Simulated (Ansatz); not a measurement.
## GaN(111) slab, H on both faces (54 atoms): repeated cells from small to large

Aim: repeat one cell of GaN(111) slab, H on both faces (54 atoms) to ever larger supercells at Γ and follow error, time and memory.

Program: Ansatz 0.2.0. Level of theory: Kohn-Sham DFT, PBE, PAW (set soft_2), plane waves. Results are calculated unless marked as measured.

## Step 1: The starting structure

The cell holds 54 atoms: 18 Ga, 18 N and 18 H. Cell: a = 9.546 Å, b = 9.546 Å, c = 17.828 Å, α = 90.0°, β = 90.0°, γ = 120.0°. It derives from GaN (zinc-blende). Zinc-blende GaN (a = 4.5 Å), (111) slab of 4 atomic planes, 3 x 3 surface cells, H on the broken bonds of both faces, 12 Å of vacuum; displaced by a Gaussian of 0.02 Å. Regions: slab, 36 atoms (18 Ga and 18 N); hydrogen, 18 atoms (18 H). Vacuum lies along c.

Structure file:

```xyz
54
Lattice="9.5459 0.0000 0.0000 -4.7730 8.2670 0.0000 0.0000 0.0000 17.8276" Properties=species:S:1:pos:R:3
Ga    0.0038    7.3406    7.6728
N    -0.0040    5.5074    7.0246
Ga   -1.5895    6.4334   10.2689
N     0.0287    7.3360    9.6126
Ga    1.6143    4.5719    7.6480
N     1.5961    2.7692    7.0146
Ga    0.0151    3.7040   10.2660
N     1.5611    4.5988    9.6116
Ga    3.1505    7.3410    7.6858
N     3.1692    5.5062    6.9941
Ga    1.6220    6.4326   10.2746
N     3.1973    7.3508    9.6388
Ga    3.1802    1.8599    7.6195
N     3.1870    0.0052    7.0161
Ga    1.5827    0.8813   10.2528
N     3.2249    1.8437    9.6171
Ga    4.7753    4.5951    7.6780
N     4.7617    2.7437    6.9859
Ga    3.1589    3.6752   10.2469
N     4.7727    4.5880    9.6451
Ga   -3.1830    7.3507    7.6391
N    -3.1743    5.5077    7.0169
Ga    4.7728    6.4475   10.2765
N    -3.2271    7.3577    9.6146
Ga    6.3651    1.8176    7.6571
N     1.5745    8.2514    7.0415
Ga    4.7857    0.9405   10.2386
N     6.3584    1.8169    9.6495
Ga   -1.5588    4.6300    7.6660
N    -1.5399    2.7991    6.9882
Ga    6.3788    3.6600   10.2564
N    -1.6112    4.5897    9.6360
Ga   -0.0057    1.8016    7.6903
N     9.5345    0.0002    7.0303
Ga    7.9443    0.9059   10.2842
N    -0.0022    1.8231    9.6189
H    -0.0063    5.5026    6.0375
H    -1.6010    6.4070   11.8201
H     1.6134    2.7294    5.9983
H    -0.0021    3.6624   11.8138
H     3.1783    5.5540    5.9835
H     1.5775    6.4617   11.8628
H     3.1740    0.0237    6.0152
H     1.5721    0.9096   11.7935
H     4.7863    2.7691    6.0068
H     3.2057    3.6639   11.8195
H     6.3540    5.5206    5.9995
H     4.7436    6.4216   11.8250
H     1.5571    8.2626    5.9904
H     4.7462    0.9018   11.8527
H     7.9570    2.7448    5.9881
H     6.3968    3.7182   11.8213
H     4.7308    8.2536    5.9514
H     7.9580    0.8899   11.8331
```

Limits known from the start: Caps of real hydrogen don't mimic the fractional bonds of a polar compound, so surface states and strained caps may belong to the model. Beside vacuum, support functions can miss their usual error bounds without a warning.

## Step 2: Plane waves, typed cell on a dense mesh

The typed cell on a k-mesh is the yardstick: it samples like Γ on the cell repeated as often as the mesh has points along each axis. Its own convergence isn't tested.

The input, input.yaml:

```yaml
crystal:
  lattice:
    - [9.54594, 0.0, 0.0]
    - [-4.77297, 8.26703, 0.0]
    - [0.0, 0.0, 17.8276]
  atoms:
    - { symbol: Ga, position: [0.44437, 0.88794, 0.43039] }
    - { symbol: "N", position: [0.33268, 0.66619, 0.39403] }
    - { symbol: Ga, position: [0.22259, 0.7782, 0.57601] }
    - { symbol: "N", position: [0.4467, 0.88738, 0.5392] }
    [... 44 atom lines left out ...]
    - { symbol: H, position: [0.66285, 0.99946, 0.33602] }
    - { symbol: H, position: [0.55174, 0.10908, 0.66485] }
    - { symbol: H, position: [0.99956, 0.33202, 0.33589] }
    - { symbol: H, position: [0.89499, 0.44976, 0.66309] }
    - { symbol: H, position: [0.99477, 0.99838, 0.33383] }
    - { symbol: H, position: [0.88748, 0.10765, 0.66375] }
kpoints:
  mp_grid: { grid: [4, 4, 1] }
hamiltonian:
  xc: pbe
scf:
  occupations: { method: gaussian, width: 0.05 }
output:
  forces: true
  populations: true
  dos:
    method: { smearing: { sigma: 0.15 } }
    de: 0.1
    projected:
      site_lists:
        Ga: [Ga]
        H: [H]
        "N": ["N"]
        slab: [0, 1, 2, 3, 4, 5, 6, 7, 8, 9, 10, 11, 12, 13, 14, 15, 16, 17, 18, 19, 20, 21, 22, 23, 24, 25, 26, 27, 28, 29, 30, 31, 32, 33, 34, 35]
        hydrogen: [36, 37, 38, 39, 40, 41, 42, 43, 44, 45, 46, 47, 48, 49, 50, 51, 52, 53]
  eigenvalues: true
```

On the command line:

```sh
$ ansatz run input.yaml --threads 8 --pin off --max-ram 15872MiB --backend cpu --events-out ev --progress --plain --runs-dir out
```

Numbers of over 12 decimals in the logs are rounded to 6 here.

What it wrote:

```text
Engine: ansatz 0.2.0, aarch64-unknown-linux-gnu
Pseudopotentials: kind: paw
Pseudopotential: Ga, paw, valence charge 13, recommended cutoff 420 eV (normal), Ga.paw.azcp
Pseudopotential: N, paw, valence charge 5, recommended cutoff 420 eV (normal), N.paw.azcp
Pseudopotential: H, paw, valence charge 1, recommended cutoff 420 eV (normal), H.paw.azcp
Functional definition: PBE
  parameter kappa = 0.804
  parameter beta = 0.066725
  exchange = pbe_x(kappa = kappa, mu = beta*pi^2/3)
  correlation = pbe_c(beta = beta)
Crystal: 54 atoms, lattice volume = 1406.893 Å³
Basis set: ecut = 420 eV, 27479 PW (Γ), exchange–correlation on 128×128×240 points (8 copies of the dense FFT grid, shifted against one another)
Bands: 225, of which v1, the nominal top of the filled ones, is band 171 counted from 1 (170 counted from 0)
Symmetry: 1 space group operations
Space group: P1 (ITA 1), of the structure as read, at distance tolerance 1.1e-4 Å
k-points: 10 of 16 (time reversal used)
Non-local potential: Ga, projectors of the file, l = 0: 2, l = 1: 2, l = 2: 3, l = 3: 1
Non-local potential: N, projectors of the file, l = 0: 2, l = 1: 2, l = 2: 1
Non-local potential: H, projectors of the file, l = 0: 2, l = 1: 1
PAW form: soft (Blöchl's): semilocal exchange-correlation on the pseudo side does not see the compensation charge
PAW one-centre angular grid: Ga, 590 points (default); XC on 64 Gauss nodes
PAW one-centre angular grid: N, 110 points (default); XC on 64 Gauss nodes
PAW one-centre angular grid: H, 110 points (default); XC on 64 Gauss nodes
Initial density: superposition of atomic densities (neutral atoms: chi_scale 0, normalization atom), corrected by the library's trained network
Initial wavefunctions: pseudopotential atomic-orbital guess
Functional: x = pbe(κ = 0.804, μ = 0.219515), c = pbe(β = 0.066725)
SCF iter   1: F=—  HF=-75304.773274 eV  |F-HF|=—  |Δ(HF+E_count)|=         —  Δρ=3.53e-3  dr2=1.81e0  ethr=1.77e-3  ⟨swp⟩=6.0  Hψ=9244  notcnv=0  defer=365
preconditioner: auto → Resta (q_TF=auto, 2.155 Å⁻¹)  ε∞=2.3  [insulator: Δε(μ)=2.012 eV  Ē_g=16.098 eV  σ=0.050 eV  W_gap=1.00  n_scr=246 (ndim 8)  ℏωp=18.3 eV  f_vac=0.589  D(μ)=0.00/eV (n_scr^D=0)  ε∞_Penn≈2.3  vacuum switching on, ρ_ref=1.9e-2 e/Å³]
SCF iter   2: F=—  HF=-75304.337534 eV  |F-HF|=—  |Δ(HF+E_count)|=   4.36e-1  Δρ=1.84e-3  dr2=1.46e-1  ethr=5.28e-4  ⟨swp⟩=2.1  Hψ=2811  notcnv=0  defer=465
SCF iter   3: F=—  HF=-75304.310884 eV  |F-HF|=—  |Δ(HF+E_count)|=   2.67e-2  Δρ=1.18e-3  dr2=1.86e-2  ethr=4.26e-5  ⟨swp⟩=2.0  Hψ=2490  notcnv=0  defer=465
SCF iter   4: F=—  HF=-75304.311904 eV  |F-HF|=—  |Δ(HF+E_count)|=   1.02e-3  Δρ=6.46e-4  dr2=7.19e-3  ethr=5.43e-6  ⟨swp⟩=2.0  Hψ=3543  notcnv=0  defer=465
SCF iter   5: F=—  HF=-75304.310948 eV  |F-HF|=—  |Δ(HF+E_count)|=   9.56e-4  Δρ=1.86e-4  dr2=6.61e-4  ethr=2.10e-6  ⟨swp⟩=2.0  Hψ=3462  notcnv=0  defer=465
SCF iter   6: F=—  HF=-75304.310879 eV  |F-HF|=—  |Δ(HF+E_count)|=   6.91e-5  Δρ=5.89e-5  dr2=3.08e-5  ethr=1.93e-7  ⟨swp⟩=2.0  Hψ=3397  notcnv=0  defer=465
SCF iter   7: F=—  HF=-75304.311316 eV  |F-HF|=—  |Δ(HF+E_count)|=   4.37e-4  Δρ=2.55e-5  dr2=9.31e-6  ethr=9.01e-9  ⟨swp⟩=2.0  Hψ=3960  notcnv=0  defer=465
SCF iter   8: F=—  HF=-75304.311320 eV  |F-HF|=—  |Δ(HF+E_count)|=   3.31e-6  Δρ=9.12e-6  dr2=1.12e-6  ethr=2.72e-9  ⟨swp⟩=2.0  Hψ=3402  notcnv=0  defer=465
SCF iter   9: F=-75304.311320 eV  HF=-75304.311320 eV  |F-HF|=4.81e-8  |Δ(HF+E_count)|=   2.55e-7  Δρ=2.73e-6  dr2=7.91e-8  ethr=2.92e-11  ⟨swp⟩=21.8  Hψ=17345  notcnv=0
SCF 1 converged in 9 iterations: F = -75304.311320 eV  dr2 = 7.91e-8
  greatest PAW one-centre occupation: 0.995 electrons in one spin orbital (limit 2), on the Ga atom at site 32 (counted from 0), in its partial waves of l = 2
SCF converged after 9 iterations
Free energy (F): -75304.311320 eV
Harris-Foulkes:  -75304.311320 eV  (|F-HF|=4.81e-8)
Internal energy: -75304.311320 eV  (E = F + TS)
E sigma→0 (E₀):  -75304.311320 eV
Fermi energy:    0.206452 eV
--- Per-component energies (eV) ---
  E_band       = -3572.266742
  E_kinetic    = 4703.307515
  E_local      = -235894.598191  (includes V_loc(G=0)·N_el)
  E_nonlocal   = 8552.568939
  E_hartree    = 114769.134605
  E_xc         = -2480.908735
  E_vxc        = -2622.230450  (∫ρ·V_xc dr)
  E_paw        = -38156.362557  (= ΣΔE_a)
  E_vpaw       = -7849.574743  (= ΣTr[D̂ρ^β])
  E_aug_tail   = -0.021174  (compensation charges beyond the density's cutoff)
  E_ewald      = 73202.568278
  E_smearing   = -0.000000  (= −TS)
  E_closure    = 0.000000  (closes the sum)
  Σ components = -75304.311320   (vs F -75304.311320, Δ=0.00e0)
--- Forces (eV/Å), atoms counted from 1 ---
  atom   1  Ga    -0.33913715    -0.08838039     1.69858783
  atom   2  N      0.61100775     0.26900458     0.68311681
  atom   3  Ga    -0.09629939     0.15834818     1.30972507
  atom   4  N     -0.37655373     0.15771916    -2.00198990
  atom   5  Ga    -0.50020762     0.38890474     1.75167337
  atom   6  N     -0.23893800    -0.54391033    -0.55919679
  atom   7  Ga    -0.51599632    -0.61867054     1.42999252
  atom   8  N      0.68146432     0.14432302    -2.40841596
  atom   9  Ga     0.49283303    -0.14767185     1.56210886
  atom  10  N      0.31047396     0.23087699    -0.03378584
  atom  11  Ga    -0.36640554    -0.04417048     1.94096466
  atom  12  N     -0.27524921    -0.07846046    -2.52665031
  atom  13  Ga     0.06022199    -0.36820623     2.39479184
  atom  14  N     -0.06618012    -0.01410747     0.19786403
[...]
atom  53  H      0.06531982     0.08512904     1.63016448
  atom  54  H      0.00643090     0.02234773     0.15211755
  max |Σ_I F_I| component: 9.80e-5 eV/Å
--- Band table (eV; the first three rows and the last of 10) ---
  k-point 0: bands = ["-18.0261", "-17.6376", "-17.5879", "-17.5410", [... 209 levels ...], "6.7503", "6.7826", "6.7956", "6.8768", "7.1621", "7.1714", "7.1836", "7.2071", "7.2292", "7.2478", "7.2834", "7.3089"]
[...]
--- Löwdin populations: 54 sites ---
  site symbol       q [e]
     0     Ga     12.2055
     1      N      5.7518
     2     Ga     12.4044
[...]
53      H      1.0692
  spilling = 0.003414 (of n_electrons = 342.000000)
```

Run time: 79 s. Hardware: 8 threads of Arm Neoverse V2, shared host; peak memory 9.4 GiB; 9.6 min of CPU time.

The column dr2 measures how far the density is from self-consistency, as an energy; F and HF (Harris–Foulkes) agree once it is small.

Numbers from this run:

| Quantity | Value |
| --- | --- |
| free energy | -75304.3113 eV |
| free energy per atom | -1394.5243 eV/atom |
| SCF cycles | 9 |
| r.m.s. force component | 0.9752 eV/Å |
| longest force | 2.971 eV/Å |
| Fermi energy | 0.2065 eV |
| gap (highest filled to lowest empty level) | 1.474 eV |
| spilling of the projection | 0.003414 |

The r.m.s. force component of 0.98 eV/Å sets the scale for the differences below.

## Step 3: Plane waves, 54 atoms

The typed cell is solved at Γ alone, the coarsest sampling of the series.

input.yaml, the sections that differ from step 2:

```yaml
kpoints:
  mp_grid: { grid: [1, 1, 1] }
output:
  forces: true
# crystal, hamiltonian, scf: as in step 2
```

Wall time 3.4 s (8 threads); peak memory 1.3 GiB.

It converged in 9 SCF cycles; the log is left out.

The energy lies 43.9 meV/atom above the dense-mesh reference.

## Step 4: Support functions, 54 atoms

The typed cell is solved at Γ alone, now in support functions.

This step: Kohn-Sham DFT, PBE, PAW (set soft_2), localised support functions (medium) (Ansatz 0.2.0).

input.yaml, as its differences from that of step 3:

```diff
@@ -13,2 +13,5 @@
   occupations: { method: gaussian, width: 0.05 }
+  eigensolver: { kind: { support_functions: { accuracy: medium } } }
+  mixing: { beta: 0.4 }
+  max_iter: 150
 output:
```

Elapsed: 43 s, on 8 threads; peak memory 3 GiB.

The program notes that the band table was not solved further than the SCF left it, no search for missed states was made and it switched symmetry off.

It converged in 13 SCF cycles; the log is left out.

The energy lies 40.1 meV/atom above the dense-mesh reference, and 3.8 meV/atom below plane waves of the same size, an offset between the two bases that leaves the sampling error alike.

## Step 5: Plane waves, 216 atoms

The cell is repeated and solved at Γ in plane waves, whose cost grows towards the cube of the size.

This step: Kohn-Sham DFT, PBE, PAW (set soft_2), plane waves (Ansatz 0.2.0).

input.yaml, the sections that differ from step 4:

```yaml
crystal:
  lattice:
    - [9.54594, 0.0, 0.0]
    - [-4.77297, 8.26703, 0.0]
    - [0.0, 0.0, 17.8276]
  atoms:
    [... the 54 atom lines of step 2 ...]
  supercell: [2, 2, 1]
scf:
  occupations: { method: gaussian, width: 0.05 }
# kpoints, hamiltonian, output: as in step 4
```

What it wrote:

```text
[...]
Crystal: 216 atoms, lattice volume = 5627.572 Å³
Basis set: ecut = 420 eV, 109991 PW (Γ), exchange–correlation on 256×256×240 points (8 copies of the dense FFT grid, shifted against one another)
Bands: 900, of which v1, the nominal top of the filled ones, is band 684 counted from 1 (683 counted from 0)
Symmetry: 4 space group operations
[...]
k-points: 1
[...]
SCF iter   1: F=—  HF=-301218.963500 eV  |F-HF|=—  |Δ(HF+E_count)|=         —  Δρ=3.50e-3  dr2=7.18e0  ethr=1.77e-3  ⟨swp⟩=6.0  Hψ=3609  notcnv=0  defer=167
[...]
SCF iter   3: F=—  HF=-301217.128956 eV  |F-HF|=—  |Δ(HF+E_count)|=   1.05e-1  Δρ=1.18e-3  dr2=7.42e-2  ethr=4.24e-5  ⟨swp⟩=2.0  Hψ=950  notcnv=0  defer=102
automatic band count: iteration 3 solves 793 bands in place of 900: the levels show a gap, and the empty bands left out lie too high to hold charge; the band table lists the bands solved (type scf.n_extra_bands for more)
SCF iter   4: F=—  HF=-301217.133082 eV  |F-HF|=—  |Δ(HF+E_count)|=   4.13e-3  Δρ=6.49e-4  dr2=2.89e-2  ethr=5.42e-6  ⟨swp⟩=2.0  Hψ=1382  notcnv=0  defer=102
SCF iter   5: F=—  HF=-301217.129240 eV  |F-HF|=—  |Δ(HF+E_count)|=   3.84e-3  Δρ=1.80e-4  dr2=2.49e-3  ethr=2.11e-6  ⟨swp⟩=2.0  Hψ=1360  notcnv=0  defer=102
[...]
SCF iter   9: F=—  HF=-301217.129337 eV  |F-HF|=—  |Δ(HF+E_count)|=   1.08e-6  Δρ=2.82e-6  dr2=3.30e-7  ethr=3.15e-10  ⟨swp⟩=2.0  Hψ=1339  notcnv=0  defer=102
SCF iter  10: F=-301217.129337 eV  HF=-301217.129337 eV  |F-HF|=3.17e-8  |Δ(HF+E_count)|=   2.95e-7  Δρ=8.47e-7  dr2=3.11e-8  ethr=7.31e-12  ⟨swp⟩=4.0  Hψ=2805  notcnv=0
SCF 1 converged in 10 iterations: F = -301217.129337 eV  dr2 = 3.11e-8
[...]
SCF converged after 10 iterations
Free energy (F): -301217.129337 eV
[...]
Internal energy: -301217.129337 eV  (E = F + TS)
E sigma→0 (E₀):  -301217.129337 eV
Fermi energy:    0.206549 eV
[...]
Σ components = -301217.129337   (vs F -301217.129337, Δ=0.00e0)
--- Forces (eV/Å), atoms counted from 1 ---
  atom   1  Ga    -0.33906113    -0.08844719     1.69582613
  atom   2  N      0.61094912     0.26918656     0.68586542
  atom   3  Ga    -0.09630555     0.15796458     1.30511797
  atom   4  N     -0.37680029     0.15767314    -1.99680994
  atom   5  Ga    -0.50054000     0.38888108     1.74872915
  atom   6  N     -0.23844307    -0.54381167    -0.55645659
  [... forces on the other 210 atoms ...]
  max |Σ_I F_I| component: 6.66e-4 eV/Å
```

Elapsed: 67 s, on 8 threads; peak memory 9.7 GiB; 8.8 min of CPU time.

The program repeats the typed cell 2×2×1 times, 216 atoms in all; totals in the log are those of the whole repeated cell, and force differences are taken after averaging over the copies of each atom.

The energy lies 0.537 meV/atom above the dense-mesh reference.

(Part 1 of 2 ends here.)

[Logs are printed without paths, hosts, clocks, repeated set-up lines and the standing remarks that a program may print on its own settings, such as how far it seeks lower states.]

[Hosts, paths, dates, database ids (printed as entryN), source tags and the programs' standing remarks are cut or masked in the printed files.]
